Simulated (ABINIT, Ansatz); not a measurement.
Records of electronic-structure calculations.

```
A GW chain in ABINIT: CdS (Hawleyite)
1.0
     0.00000    2.95820    2.95820
     2.95820    0.00000    2.95820
     2.95820    2.95820    0.00000
Cd S
1 1
Direct
  0.00000 0.00000 0.00000
  0.25000 0.25000 0.25000
# method: RPA screening on PBE, plane waves, norm-conserving pseudopotentials (and 2 further levels or steps)
# program: ABINIT 10.8.3
# settings: cutoff 47 Ha, PseudoDojo scalar-relativistic 0.4.1 standard, norm-conserving, ngkpt (4, 4, 4), nband 345, ecuteps 10 Ha, inclvkb 2, shiftk (0, 0, 0), symchi 1, awtr 1, frequency ppm, 4×4×4 k-mesh
# cost: 5 runs, 6.5 min in all on 8 MPI ranks of Intel Xeon Platinum 8488C (Sapphire Rapids), shared host
# notes:  Limits: no spin-orbit coupling. The 4×4×4 mesh is coarse for this cell, which bears on the long-range parts of exchange and screening.
# PBE gap: 1.05 eV, direct
# G0W0 gap on the mesh: 2.05 eV
# GW settings: 4×4×4 mesh, 345 bands, screening to 272.1 eV, Godby-Needs plasmon pole
# known limits: short of the basis limit; no spin-orbit coupling; coarse k mesh
```

[Long decimals in the printed logs are rounded to 6 places.]

[Logs are printed without paths, hosts, clocks, repeated set-up lines and the standing remarks that a program may print on its own settings, such as how far it seeks lower states.]

[Paths, hosts, dates, memory and timing lines, banners, echoed tables and standing remarks are left out of the program output; an Ansatz launch command may be rebuilt from the run's recorded settings. Measured values are a selection of at most five: reports struck by readers or far from the other reports are left out. None is set beside runs whose start may be inverted or whose files or cutoffs have a known fault.]

[Runs of the session that timed out or met a known fault of the program may be left out.]

[Hosts, paths, dates, database ids (printed as entryN), source tags and the programs' standing remarks are cut or masked in the printed files.]

[G0W0 gaps are taken among the corrected bands and points alone; a level outside them can change the order at an edge.]

[Where Ansatz stands beside ABINIT at settings called matched, ABINIT's density can come from a denser mesh and the files from another edition; pairs whose starting gaps differed by over 0.03 eV were left out, so agreement reads better than it is.]
